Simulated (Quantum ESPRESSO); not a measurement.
# How volume moves the moments of FeCo

Wanted: the trend of the moments of FeCo with volume.

Program: Quantum ESPRESSO 7.5. Level of theory: PBE; plane waves with GBRV 1.5 PBE potentials, no spin-orbit coupling. Results are calculated unless marked as measured.

Most raw output is cut from this account.

### 1. The starting structure

The structure is cubic, space group Pm-3m (No. 221). Conventional cell: a = 2.857 Å, b = 2.857 Å, c = 2.857 Å, α = 90.00°, β = 90.00°, γ = 90.00°. Nearest to Fe lie 8 Co at 2.47 Å. Co has 8 Fe at 2.47 Å nearest. Farther neighbours are not listed.

The lattice constants were typed from memory of published values and not checked against a source.

### 2. Volume 0.88, ferro ++

All lengths scale alike; the factor is that of the volume. Atoms keep their fractional places. Seeded atoms are those given a starting moment.

pw.in

```
&CONTROL
  calculation = 'scf'
  prefix = 'pwscf'
  outdir = './tmp'
  pseudo_dir = './pseudo'
  disk_io = 'nowf'
  tprnfor = .true.
  tstress = .true.
/
&SYSTEM
  ibrav = 0
  celldm(1) = 8
  nat = 2
  ntyp = 2
  ecutwfc = 40
  ecutrho = 280
  nbnd = 26
  occupations = 'smearing'
  smearing = 'fd'
  degauss = 0.00367493
  nspin = 2
  starting_magnetization(1) = 0.175
  starting_magnetization(2) = 0.1176
/
&ELECTRONS
  conv_thr = 4d-09
  electron_maxstep = 150
  mixing_beta = 0.3
/
ATOMIC_SPECIES
Fe     55.8450 fe_pbe_v1.5.uspp.F.UPF
Co     58.9332 co_pbe_v1.2.uspp.F.UPF
CELL_PARAMETERS alat
   0.6467156110280    0.0000000000000    0.0000000000000
   0.0000000000000    0.6467156110280    0.0000000000000
   0.0000000000000    0.0000000000000    0.6467156110280
ATOMIC_POSITIONS crystal
Fe      0.0000000000    0.0000000000    0.0000000000
Co      0.5000000000    0.5000000000    0.5000000000
K_POINTS automatic
14 14 14 0 0 0
```

On the command line:

```sh
$ OMP_NUM_THREADS=1 mpirun -n 4 pw.x -nk 4 -in pw.in > pw.out
```

It took 26 s on 4 MPI ranks of Arm Neoverse V2, shared host; peak memory 0.29 GiB.

Spin moment in the atom's sphere by atom:

```csv
atom,spin moment in the atom's sphere (μB)
Fe1,2.67
Co2,1.82
```

This step gave:

```
smearing term TS       : 0.01278 eV
pressure               : 29.13 GPa
magnetization          : 4.41 μB
absolute magnetization : 4.632 μB
final state            : ferromagnetic
```

### 3. Volume 0.88, no spin polarisation

pw.in, as its differences from that of step 2:

```diff
@@ -16,3 +16,3 @@
   ecutrho = 280
-  nbnd = 26
+  nbnd = 24
   occupations = 'smearing'
@@ -20,5 +20,2 @@
   degauss = 0.00367493
-  nspin = 2
-  starting_magnetization(1) = 0.175
-  starting_magnetization(2) = 0.1176
 /
```

Wall time 12 s (4 MPI ranks); peak memory 0.25 GiB; 49 s of CPU time.

Numbers from this step:

| Quantity | Value |
| --- | --- |
| smearing term TS | 0.05912 eV |
| pressure | 6.598 GPa |
| final state | non-magnetic (no spin polarisation) |

### 4. Volume 1.12, ferro ++

pw.in, as its differences from that of step 3:

```diff
@@ -16,3 +16,3 @@
   ecutrho = 280
-  nbnd = 24
+  nbnd = 26
   occupations = 'smearing'
@@ -20,2 +20,5 @@
   degauss = 0.00367493
+  nspin = 2
+  starting_magnetization(1) = 0.175
+  starting_magnetization(2) = 0.1176
 /
@@ -30,5 +33,5 @@
 CELL_PARAMETERS alat
-   0.6467156110280    0.0000000000000    0.0000000000000
-   0.0000000000000    0.6467156110280    0.0000000000000
-   0.0000000000000    0.0000000000000    0.6467156110280
+   0.7008500811895    0.0000000000000    0.0000000000000
+   0.0000000000000    0.7008500811895    0.0000000000000
+   0.0000000000000    0.0000000000000    0.7008500811895
 ATOMIC_POSITIONS crystal
```

Run time: 28 s. Hardware: 4 MPI ranks; peak memory 0.32 GiB.

Read from the output:

```yaml
smearing_term_ts: 0.007858 eV
pressure: -17.90 GPa
magnetization: 4.761 μB
absolute_magnetization: 5.118 μB
final_state: ferromagnetic
largest_moment: 2.996 μB
```

### 5. Trends

The runs not shown differ from these in the moved quantity alone.

States, by row:

```csv
volume,ferro ++,no spin polarisation
0.88,ferromagnetic,non-magnetic
0.91,ferromagnetic,non-magnetic
0.94,ferromagnetic,non-magnetic
0.97,ferromagnetic,non-magnetic
1,ferromagnetic,non-magnetic
1.03,ferromagnetic,non-magnetic
1.06,ferromagnetic,non-magnetic
1.09,ferromagnetic,non-magnetic
1.12,ferromagnetic,non-magnetic
```

Largest site moment, ferro ++ against volume:

```csv
volume (factor),"largest site moment, ferro ++ (μB)"
0.8800,2.67
0.9100,2.73
0.9400,2.77
0.9700,2.80
1.0000,2.84
1.0300,2.88
1.0600,2.93
1.0900,2.96
1.1200,3.00
```

Energy less that of the parallel start, no spin polarisation against volume:

```csv
volume (factor),"energy less that of the parallel start, no spin polarisation (meV a seeded atom)"
0.8800,479
0.9100,527
0.9400,573
0.9700,617
1.0000,657
1.0300,696
1.0600,733
1.0900,769
1.1200,803
```

Energy over the lowest against volume; values in meV an atom:

```csv
volume (factor),ferro ++,no spin polarisation
0.8800,103,582
0.9100,49.6,577
0.9400,16.7,590
0.9700,1.06,618
1.0000,0,657
1.0300,10.9,707
1.0600,31.4,765
1.0900,60.2,829
1.1200,96.0,899
```

### 6. Summary of results

```
moment, parallel start       : 2.67 to 3.00 μB
states met from these starts : ferromagnetic
```

In words: The moment of the parallel start goes from 2.67 μB at 0.88 to 3.00 μB at 1.12. The net moment of the cell goes from 4.41 to 4.76 μB. The radius of the spheres follows the nearest distance, so part of the change of the site moments is the spheres'. Only a parallel start was run beside the spinless one, so opposed or spiral orders, which may lie lower, are not probed.

[Logs and program files are shortened in this print: banners, set-up blocks, solver, clock and traceback lines can be left out without a mark of their own.]

[Logs are printed without paths, hosts, clocks, repeated set-up lines and the standing remarks that a program may print on its own settings, such as how far it seeks lower states.]

[Hosts, paths, dates, database ids (printed as entryN), source tags and the programs' standing remarks are cut or masked in the printed files.]

[Where a cell is said to come from a database of computed structures, the database is the Materials Project.]
